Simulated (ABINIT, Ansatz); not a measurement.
# A GW chain in ABINIT: InSe (R3m), part 2 of 3

How does a plane-wave GW calculation on InSe (R3m) run from the first input to the gap?

ABINIT 10.8.3; LDA and many-body steps on it, plane waves. Known limits of the many-body steps: not at the basis limit; screening runs away on this mesh; no spin-orbit coupling.

So far. Step 2 (Ground state): The gap is direct, at (0.500, 0.500, 0.500).

### 3. Bands along the symmetry lines

Level of this step: DFT, LDA, plane waves, norm-conserving pseudopotentials (ABINIT).

Levels along a band path, at the cheap level, show where the edges lie and whether the meshes to come will hold them.

Contents of run.abi:

```
acell 3*1.0 Angstrom
rprim 
  2.000000000018 1.154700538390 8.316666666700
  -2.000000000018 1.154700538390 8.316666666700
  -0.000000000000 -2.309401076779 8.316666666700
ntypat 2
znucl 49 34
natom 4
typat 1 1 2 2
xred 
  0.000000000000 0.000000000000 0.000000000000
  0.112200000000 0.112200000000 0.112200000000
  0.615500000000 0.615500000000 0.615500000000
  0.830000000000 0.830000000000 0.830000000000
pp_dirpath "pseudos"
pseudos "In.upf, Se.upf"
ecut 48
iscf -2
irdden 1
kptopt 0
nkpt 31
kpt 
  0.00000000 0.00000000 0.00000000
  -0.12500000 -0.12500000 -0.12500000
  -0.25000000 -0.25000000 -0.25000000
  -0.37500000 -0.37500000 -0.37500000
  -0.50000000 -0.50000000 -0.50000000
  -0.50000000 -0.41987950 -0.58012050
  -0.50000000 -0.33975901 -0.66024099
  -0.50000000 -0.25963852 -0.74036148
  -0.50000000 -0.17951802 -0.82048198
  -0.17951802 0.17951802 -0.50000000
  -0.13463852 0.13463852 -0.50000000
  -0.08975901 0.08975901 -0.50000000
  -0.04487950 0.04487950 -0.50000000
  0.00000000 0.00000000 -0.50000000
  0.00000000 0.00000000 -0.37500000
  0.00000000 0.00000000 -0.25000000
  0.00000000 0.00000000 -0.12500000
  0.00000000 0.00000000 0.00000000
  0.00000000 0.08493975 -0.08493975
  0.00000000 0.16987950 -0.16987950
  0.00000000 0.25481926 -0.25481926
  0.00000000 0.33975901 -0.33975901
  -0.33975901 0.00000000 -0.66024099
  -0.37981926 0.00000000 -0.62018074
  -0.41987950 0.00000000 -0.58012050
  -0.45993975 0.00000000 -0.54006025
  -0.50000000 0.00000000 -0.50000000
  -0.37500000 0.00000000 -0.37500000
  -0.25000000 0.00000000 -0.25000000
  -0.12500000 0.00000000 -0.12500000
  0.00000000 0.00000000 0.00000000
istwfk *1
nband 52
nbdbuf 2
tolwfr 1e-08
nstep 40
prtwf 0
prtvol 0
indata_prefix "in"
outdata_prefix "out"
tmpdata_prefix "tmp"
```

On the command line:

```bash
> OMP_NUM_THREADS=1 mpirun -n 16 abinit run.abi > log
```

Numbers of over 12 decimals in the logs are rounded to 6 here.

The program printed:

```text
.Version 10.8.3 of ABINIT. v10.8.2 released Aug 2026.

 Symmetries : space group R3 m (#160); Bravais hR (rhombohedral)
[... echo of the input left out ...]
== DATASET  1 ==================================================================
-   mpi_nproc: 16, omp_nthreads: 1 (-1 if OMP is not activated)

--- !DatasetInfo
iteration_state: {dtset: 1, }
dimensions: {natom: 4, nkpt: 31, mband: 52, nsppol: 1, nspinor: 1, nspden: 1, mpw: 12415, }
cutoff_energies: {ecut:  48.0, pawecutdg:  -1.0, }
electrons: {nelect:   9.00000000E+01, charge:   0.00000000E+00, occopt:   1.00000000E+00, tsmear:   1.00000000E-02, }

 Real(R)+Recip(G) space primitive vectors, cartesian coordinates (Bohr,Bohr^-1):
 R(1)=  3.7794523  2.1820678 15.7162223  G(1)=  0.1322943  0.0763802  0.0212095
 R(2)= -3.7794523  2.1820678 15.7162223  G(2)= -0.1322943  0.0763802  0.0212095
 R(3)=  0.0000000 -4.3641355 15.7162223  G(3)=  0.0000000 -0.1527603  0.0212095
 Unit cell volume ucvol=  7.7767209E+02 bohr^3
 Angles (23,13,12)=  2.67959293E+01  2.67959293E+01  2.67959293E+01 degrees

 getcut: wavevector=  0.0000  0.0000  0.0000  ngfft= 108 108 108
         ecut(hartree)=     48.000   => boxcut(ratio)=   2.12315

--- Pseudopotential description ------------------------------------------------
- In Generated using ONCVPSP code by D. R. Hamann
- 49.00000  21.00000  180309                  znucl, zion, pspdat
12 -1012 2 -1 1894                            pspcod,pspxc,lmax,lloc,mmax
     nproj     2     2     2
  pspatm : epsatm=   33.93291270
         --- l  ekb(1:nproj) -->
             0    8.377455   -0.565121
             1    2.447487   -1.211193
             2   -3.400789   -0.970230
 pspatm: atomic psp has been read  and splines computed

- Se Generated using ONCVPSP code by D. R. Hamann
- 34.00000  24.00000  180309                  znucl, zion, pspdat
12 -1012 2 -1 1198                            pspcod,pspxc,lmax,lloc,mmax
     nproj     2     2     2
  pspatm : epsatm=   25.89836092
         --- l  ekb(1:nproj) -->
[...]
pspatm: atomic psp has been read  and splines computed

--------------------------------------------------------------------------------

================================================================================
 prteigrs : about to open file out_EIG
 Non-SCF case, kpt    1 (  0.00000  0.00000  0.00000), residuals and eigenvalues=
  6.67E-09  2.74E-09  1.87E-09  6.20E-09  1.90E-09  6.30E-09  6.15E-09  1.38E-09
  5.01E-09  3.62E-09  2.63E-09  9.11E-09  1.61E-09  3.08E-09  1.97E-09  2.72E-09
  1.80E-09  3.50E-09  1.28E-09  5.05E-09  1.28E-09  4.56E-09  2.02E-09  6.71E-09
[...]
2.83E-09  5.06E-09  9.55E-09  9.25E-08
 -7.4317E+00 -7.4316E+00 -5.2286E+00 -5.2286E+00 -5.2286E+00 -5.2286E+00
 -5.2275E+00 -5.2273E+00 -4.0579E+00 -4.0578E+00 -2.5364E+00 -2.5364E+00
 -2.5363E+00 -2.5363E+00 -2.5356E+00 -2.5347E+00 -1.5800E+00 -1.5800E+00
[...]
1.83E-09  3.26E-09  4.81E-09  1.42E-08
[...]
Non-SCF case, kpt    3 ( -0.25000 -0.25000 -0.25000), residuals and eigenvalues=
[...]
Non-SCF case, kpt   30 ( -0.12500  0.00000 -0.12500), residuals and eigenvalues=
[...]
Non-SCF case, kpt   31 (  0.00000  0.00000  0.00000), residuals and eigenvalues=
[...]
-3.3025E-01 -3.1282E-01 -6.5432E-02  4.3133E-02  1.1153E-01  1.2319E-01
  1.2319E-01  1.2811E-01  1.2811E-01  2.3288E-01  2.4272E-01  3.2954E-01
[...]
--- !ResultsGS
iteration_state: {dtset: 1, }
comment   : Summary of ground state results
lattice_vectors:
- [  3.7794523,   2.1820678,  15.7162223, ]
- [ -3.7794523,   2.1820678,  15.7162223, ]
- [ -0.0000000,  -4.3641355,  15.7162223, ]
lattice_lengths: [  16.31090,   16.31090,   16.31090, ]
lattice_angles: [ 26.796,  26.796,  26.796, ] # degrees, (23, 13, 12)
lattice_volume:   7.7767209E+02
convergence: {deltae:  0.000E+00, res2:  0.000E+00, residm:  9.978E-09, diffor:  0.000E+00, }
etotal    :  -1.08173244E+03
entropy   :   0.00000000E+00
fermie    :   1.72809504E-01
cartesian_stress_tensor: null
pressure_GPa: null
xred      :
- [  0.0000E+00,   0.0000E+00,   0.0000E+00, In]
- [  1.1220E-01,   1.1220E-01,   1.1220E-01, In]
- [  6.1550E-01,   6.1550E-01,   6.1550E-01, Se]
- [  8.3000E-01,   8.3000E-01,   8.3000E-01, Se]
cartesian_forces: null
force_length_stats: {min: null, max: null, mean: null, }

 Integrated electronic density in atomic spheres:
 ------------------------------------------------
 Atom  Sphere_radius  Integrated_density
[...]
================================================================================

 ----iterations are completed or convergence reached----

 Mean square residual over all n,k,spin=   44.612E-10; max=  99.784E-10
 reduced coordinates (array xred) for    4 atoms
[...]
0.615500000000      0.615500000000      0.615500000000
       0.830000000000      0.830000000000      0.830000000000

 cartesian coordinates (angstrom) at end:
[...]
length scales=  1.889726125908  1.889726125908  1.889726125908 bohr
              =  1.000000000000  1.000000000000  1.000000000000 angstroms
 prteigrs : about to open file out_EIG
 Eigenvalues (hartree) for nkpt=  31  k points:
 kpt#   1, nband= 52, wtk=  1.00000, kpt=  0.0000  0.0000  0.0000 (reduced coord)
[...]
kpt#   2, nband= 52, wtk=  1.00000, kpt= -0.1250 -0.1250 -0.1250 (reduced coord)
[...]
kpt#   3, nband= 52, wtk=  1.00000, kpt= -0.2500 -0.2500 -0.2500 (reduced coord)
[...]
kpt#  30, nband= 52, wtk=  1.00000, kpt= -0.1250  0.0000 -0.1250 (reduced coord)
[...]
0.33569    0.34970    0.36793    0.38068
 kpt#  31, nband= 52, wtk=  1.00000, kpt=  0.0000  0.0000  0.0000 (reduced coord)
[...]
-0.35977   -0.35353   -0.35342   -0.35342   -0.33025   -0.31282   -0.06543    0.04313
   0.11153    0.12319    0.12319    0.12811    0.12811    0.23288    0.24272    0.32954
   0.32954    0.35628    0.36965    0.36965

== END DATASET(S) ==============================================================
================================================================================

 -outvars: echo values of variables after computation  --------
            nband          52
             nkpt          31
          spgroup         160
 [... the other variables as echoed above ...]

 Calculation completed.
```

It took 78 s on 16 MPI ranks of Arm Neoverse V1, shared host; peak memory 3.3 GiB.

This step gave:

| Quantity | Value |
| --- | --- |
| gap | 0.1810 eV |
| k of the valence top | -0.5, -0.5, -0.5 |
| k of the conduction bottom | -0.5, -0.5, -0.5 |
| least direct gap | 0.1810 eV |

The gap is 0.181 eV, as in the run before at this level.

The electronic bands at the labelled points (eV, zero at the top of the highest filled band):

| point | band 42 | band 43 | band 44 | band 45 | band 46 | band 47 | band 48 | band 49 |
| --- | --- | --- | --- | --- | --- | --- | --- | --- |
| Γ | -1.35 | -1.35 | -1.22 | -1.22 | 1.63 | 1.90 | 4.26 | 4.26 |
| halfway | -1.39 | -1.17 | -1.17 | -1.02 | 1.10 | 1.98 | 4.21 | 4.21 |
| T | -1.42 | -1.14 | -1.14 | 0.00 | 0.18 | 2.00 | 4.16 | 4.16 |
| halfway | -2.94 | -2.49 | -2.10 | -0.73 | 2.24 | 2.62 | 3.89 | 4.28 |
| H2 | -3.73 | -2.59 | -2.31 | -1.82 | 1.57 | 2.31 | 3.25 | 4.30 |
| jump to H0 | -3.73 | -2.59 | -2.31 | -1.82 | 1.57 | 2.31 | 3.25 | 4.30 |
| halfway | -3.40 | -2.99 | -2.20 | -1.57 | 1.78 | 2.21 | 3.25 | 4.22 |
| L | -2.50 | -2.40 | -2.24 | -1.72 | 1.02 | 1.85 | 3.53 | 3.89 |
| halfway | -2.02 | -1.95 | -1.76 | -1.07 | 1.85 | 2.04 | 3.89 | 4.11 |
| Γ | -1.35 | -1.35 | -1.22 | -1.22 | 1.63 | 1.90 | 4.26 | 4.26 |
| halfway | -2.44 | -2.43 | -1.79 | -1.04 | 1.98 | 2.40 | 3.40 | 4.43 |
| S0 | -3.75 | -2.64 | -2.29 | -1.79 | 1.64 | 2.19 | 3.29 | 4.26 |
| jump to S2 | -3.75 | -2.64 | -2.29 | -1.79 | 1.64 | 2.19 | 3.29 | 4.26 |
| halfway | -2.95 | -2.68 | -2.52 | -1.64 | 1.53 | 1.95 | 3.54 | 4.09 |
| F | -2.75 | -2.57 | -2.04 | -1.56 | 0.95 | 1.89 | 3.16 | 3.44 |
| halfway | -2.18 | -2.04 | -1.66 | -0.84 | 1.61 | 2.08 | 3.94 | 4.24 |
| Γ | -1.35 | -1.35 | -1.22 | -1.22 | 1.63 | 1.90 | 4.26 | 4.26 |

### 4. Empty states on the mesh, 4×4×4 mesh, 336 bands

The sums over transitions need many empty states on a uniform mesh; this step solves for them.

Contents of run.abi:

```
acell 3*1.0 Angstrom
rprim 
  2.000000000018 1.154700538390 8.316666666700
  -2.000000000018 1.154700538390 8.316666666700
  -0.000000000000 -2.309401076779 8.316666666700
ntypat 2
znucl 49 34
natom 4
typat 1 1 2 2
xred 
  0.000000000000 0.000000000000 0.000000000000
  0.112200000000 0.112200000000 0.112200000000
  0.615500000000 0.615500000000 0.615500000000
  0.830000000000 0.830000000000 0.830000000000
pp_dirpath "pseudos"
pseudos "In.upf, Se.upf"
ecut 48
ngkpt 4 4 4
nshiftk 1
shiftk 0 0 0
kptopt 1
chksymbreak 0
iscf -2
irdden 1
istwfk *1
nband 336
nbdbuf 30
tolwfr 1e-09
nstep 60
prtvol 0
indata_prefix "in"
outdata_prefix "out"
tmpdata_prefix "tmp"
```

On the command line:

```bash
> OMP_NUM_THREADS=1 mpirun -n 13 abinit run.abi > log
```

The program printed:

```text
.Version 10.8.3 of ABINIT. v10.8.2 released Aug 2026.

 Symmetries : space group R3 m (#160); Bravais hR (rhombohedral)
[... echo of the input left out ...]
== DATASET  1 ==================================================================
-   mpi_nproc: 13, omp_nthreads: 1 (-1 if OMP is not activated)

--- !DatasetInfo
iteration_state: {dtset: 1, }
dimensions: {natom: 4, nkpt: 13, mband: 336, nsppol: 1, nspinor: 1, nspden: 1, mpw: 12415, }
cutoff_energies: {ecut:  48.0, pawecutdg:  -1.0, }
electrons: {nelect:   9.00000000E+01, charge:   0.00000000E+00, occopt:   1.00000000E+00, tsmear:   1.00000000E-02, }

 Real(R)+Recip(G) space primitive vectors, cartesian coordinates (Bohr,Bohr^-1):
 R(1)=  3.7794523  2.1820678 15.7162223  G(1)=  0.1322943  0.0763802  0.0212095
 R(2)= -3.7794523  2.1820678 15.7162223  G(2)= -0.1322943  0.0763802  0.0212095
 R(3)=  0.0000000 -4.3641355 15.7162223  G(3)=  0.0000000 -0.1527603  0.0212095
 Unit cell volume ucvol=  7.7767209E+02 bohr^3
 Angles (23,13,12)=  2.67959293E+01  2.67959293E+01  2.67959293E+01 degrees

 getcut: wavevector=  0.0000  0.0000  0.0000  ngfft= 108 108 108
         ecut(hartree)=     48.000   => boxcut(ratio)=   2.12315

--- Pseudopotential description ------------------------------------------------
- In Generated using ONCVPSP code by D. R. Hamann
- 49.00000  21.00000  180309                  znucl, zion, pspdat
12 -1012 2 -1 1894                            pspcod,pspxc,lmax,lloc,mmax
     nproj     2     2     2
  pspatm : epsatm=   33.93291270
         --- l  ekb(1:nproj) -->
             0    8.377455   -0.565121
             1    2.447487   -1.211193
             2   -3.400789   -0.970230
 pspatm: atomic psp has been read  and splines computed

- Se Generated using ONCVPSP code by D. R. Hamann
- 34.00000  24.00000  180309                  znucl, zion, pspdat
12 -1012 2 -1 1198                            pspcod,pspxc,lmax,lloc,mmax
     nproj     2     2     2
  pspatm : epsatm=   25.89836092
         --- l  ekb(1:nproj) -->
[...]
pspatm: atomic psp has been read  and splines computed

--------------------------------------------------------------------------------

================================================================================
 prteigrs : about to open file out_EIG
 Non-SCF case, kpt    1 (  0.00000  0.00000  0.00000), residuals and eigenvalues=
  2.69E-10  2.73E-10  1.39E-10  9.06E-10  5.75E-11  5.12E-11  5.54E-11  6.08E-11
  2.55E-10  2.67E-10  5.28E-10  7.38E-10  6.49E-10  6.05E-10  5.87E-10  7.88E-10
  2.64E-10  1.72E-10  2.05E-10  1.79E-10  2.48E-10  1.62E-10  1.75E-10  2.49E-10
[...]
-7.4317E+00 -7.4316E+00 -5.2286E+00 -5.2286E+00 -5.2286E+00 -5.2286E+00
 -5.2275E+00 -5.2273E+00 -4.0579E+00 -4.0578E+00 -2.5364E+00 -2.5364E+00
 -2.5363E+00 -2.5363E+00 -2.5356E+00 -2.5347E+00 -1.5800E+00 -1.5800E+00
[...]
3.6925E+00  3.7021E+00  3.7021E+00  3.7415E+00  3.7460E+00  3.7694E+00
  3.7696E+00  3.8038E+00  3.8074E+00  3.8111E+00  3.8146E+00  3.8292E+00
 prteigrs : prtvol=0 or 1, do not print more k-points.

--- !ResultsGS
iteration_state: {dtset: 1, }
comment   : Summary of ground state results
lattice_vectors:
- [  3.7794523,   2.1820678,  15.7162223, ]
- [ -3.7794523,   2.1820678,  15.7162223, ]
- [ -0.0000000,  -4.3641355,  15.7162223, ]
lattice_lengths: [  16.31090,   16.31090,   16.31090, ]
lattice_angles: [ 26.796,  26.796,  26.796, ] # degrees, (23, 13, 12)
lattice_volume:   7.7767209E+02
convergence: {deltae:  0.000E+00, res2:  0.000E+00, residm:  9.985E-10, diffor:  0.000E+00, }
etotal    :  -1.08173244E+03
entropy   :   0.00000000E+00
fermie    :   1.72809504E-01
cartesian_stress_tensor: null
pressure_GPa: null
xred      :
- [  0.0000E+00,   0.0000E+00,   0.0000E+00, In]
- [  1.1220E-01,   1.1220E-01,   1.1220E-01, In]
- [  6.1550E-01,   6.1550E-01,   6.1550E-01, Se]
- [  8.3000E-01,   8.3000E-01,   8.3000E-01, Se]
cartesian_forces: null
force_length_stats: {min: null, max: null, mean: null, }

 Integrated electronic density in atomic spheres:
 ------------------------------------------------
 Atom  Sphere_radius  Integrated_density
[...]
================================================================================

 ----iterations are completed or convergence reached----

 Mean square residual over all n,k,spin=   35.165E-11; max=  99.848E-11
 reduced coordinates (array xred) for    4 atoms
[...]
0.615500000000      0.615500000000      0.615500000000
       0.830000000000      0.830000000000      0.830000000000

 cartesian coordinates (angstrom) at end:
    1      0.000000     0.000000     0.000000
    2      0.000000     1.1e-13     2.799390
    3      0.000000     6.2e-13    15.356725
    4      0.000000     8.3e-13    20.708500
 length scales=  1.889726125908  1.889726125908  1.889726125908 bohr
              =  1.000000000000  1.000000000000  1.000000000000 angstroms
 prteigrs : about to open file out_EIG
 Eigenvalues (hartree) for nkpt=  13  k points:
 kpt#   1, nband=336, wtk=  0.01563, kpt=  0.0000  0.0000  0.0000 (reduced coord)
[...]
3.65249    3.65249    3.68423    3.68424    3.69246    3.70208    3.70208    3.74152
   3.74600    3.76944    3.76964    3.80380    3.80743    3.81109    3.81458    3.82921
 prteigrs : prtvol=0 or 1, do not print more k-points.

== END DATASET(S) ==============================================================
================================================================================

 -outvars: echo values of variables after computation  --------
            nband         336
             nkpt          13
          spgroup         160
 [... the other variables as echoed above ...]

 Calculation completed.
```

It took 6.5 min on 13 MPI ranks; peak memory 3.3 GiB.

Numbers from this step:

| Property | Result |
| --- | --- |
| gap | 0.1810 eV |
| k of the valence top | 0.5, 0.5, 0.5 |
| k of the conduction bottom | 0.5, 0.5, 0.5 |
| least direct gap | 0.1810 eV |
| k points computed | 13 |
| lowest point of the top converged band, above the valence top | 90.8400 eV |

On this mesh the gap is 0.181 eV.

### 5. Screening, 4×4×4 mesh, 151 bands, screening to 114.3 eV

The RPA dielectric matrix is built and inverted for each q.

This step: RPA screening on LDA, plane waves, norm-conserving pseudopotentials.

Edit run.abi of step 4 so:

```diff
@@ -22,10 +22,11 @@
 chksymbreak 0
-iscf -2
-irdden 1
 istwfk *1
-nband 336
-nbdbuf 30
-tolwfr 1e-09
-nstep 60
-prtvol 0
+occopt 1
+irdwfk 1
+optdriver 3
+nband 151
+ecuteps 4.2
+inclvkb 2
+awtr 1
+symchi 1
 indata_prefix "in"
@@ -33 +34,2 @@
 tmpdata_prefix "tmp"
+gwmem 10
```

On the command line:

```bash
> OMP_NUM_THREADS=1 mpirun -n 16 abinit run.abi > log
```

The program printed:

```text
.Version 10.8.3 of ABINIT. v10.8.2 released Aug 2026.

 Symmetries : space group R3 m (#160); Bravais hR (rhombohedral)
[... echo of the input left out ...]
== DATASET  1 ==================================================================
-   mpi_nproc: 16, omp_nthreads: 1 (-1 if OMP is not activated)

--- !DatasetInfo
iteration_state: {dtset: 1, }
dimensions: {natom: 4, nkpt: 13, mband: 151, nsppol: 1, nspinor: 1, nspden: 1, mpw: 12415, }
cutoff_energies: {ecut:  48.0, pawecutdg:  -1.0, }
electrons: {nelect:   9.00000000E+01, charge:   0.00000000E+00, occopt:   1.00000000E+00, tsmear:   1.00000000E-02, }

 SCREENING: Calculation of the susceptibility and dielectric matrices

 Based on a program developped by R.W. Godby, V. Olevano, G. Onida, and L. Reining.
 Incorporated in ABINIT by V. Olevano, G.-M. Rignanese, and M. Torrent.
.Using double precision arithmetic ; gwpc =  8

[... cell and pseudopotentials left out ...]
--------------------------------------------------------------------------------

 ==== K-mesh for the wavefunctions ====
 Number of points in the irreducible wedge :    13
[... list of points left out ...]
 Together with  6 symmetry operations and time-reversal symmetry
 yields    64 points in the full Brillouin Zone.

 ==== Q-mesh for the screening function ====
 Number of points in the irreducible wedge :    13
[... list of points left out ...]
 Together with  6 symmetry operations and time-reversal symmetry
 yields    64 points in the full Brillouin Zone.

 setmesh: FFT mesh size selected  =    72x   72x   72
          total number of points  =       373248

 vcoul_init : cutoff-mode = AUXILIARY_FUNCTION
 q-points for optical limit:   1
     1)      0.000010    0.000020    0.000030

- screening: taking advantage of time-reversal symmetry
- Maximum band index for partially occupied states nbvw = 45
- Remaining bands to be divided among processors   nbcw = 106
- Number of bands treated by each node ~6

 Number of electrons calculated from density =   90.0000; Expected =   90.0000
 average of density, n =  0.115730
 r_s =    1.2730
 omega_plasma =   32.8155 [eV]

 calculating chi0 at frequencies [eV] :
  1    0.000000E+00    0.000000E+00
  2    0.000000E+00    3.281547E+01

--------------------------------------------------------------------------------
  q-point number  1        q = ( 0.000000, 0.000000, 0.000000) [r.l.u.]
--------------------------------------------------------------------------------
[... chi0 elements left out ...]
 For q-point:  0.000010 0.000020 0.000030
  dielectric constant = 105.6128
  dielectric constant without local fields = 116.3816

  Average fulfillment of the sum rule on Im[epsilon] for q-point    1 :     35.54  [%]
[... wings left out ...]
  q-point number  2        q = ( 0.250000, 0.000000, 0.000000) [r.l.u.]
--------------------------------------------------------------------------------
[... chi0 elements left out ...]
  Average fulfillment of the sum rule on Im[epsilon] for q-point    2 :     38.46  [%]

 [... 11 further q-points ...]
```

Elapsed: 27 min, on 16 MPI ranks; peak memory 6.9 GiB; 7.2 h of CPU time.

Numbers from this step:

```yaml
eps_infinity_with_local_fields_on_this_mesh_along_the_program_s_q_direction: 105.6
the_same_without_local_fields: 116.4
plasma_frequency: 32.82 eV
plane_waves_in_the_screening_matrix: 321
```

Local fields lower ε∞ by 9 %. The value itself is an artefact of the mesh, where one narrow direct gap carries too much weight.

(Continued in part 3 of 3.)

[Paths, hosts, dates, memory and timing lines, banners, echoed tables and standing remarks are left out of the program output.]

[Logs are printed without paths, hosts, clocks, repeated set-up lines and the standing remarks that a program may print on its own settings, such as how far it seeks lower states.]

[Runs of the session that timed out or met a known fault of the program may be left out.]

[Hosts, paths, dates, database ids (printed as entryN), source tags and the programs' standing remarks are cut or masked in the printed files.]

[G0W0 gaps are taken among the corrected bands and points alone; a level outside them can change the order at an edge.]

[Where Ansatz stands beside ABINIT at settings called matched, ABINIT's density can come from a denser mesh and the files from another edition; pairs whose starting gaps differed by over 0.03 eV were left out, so agreement reads better than it is.]
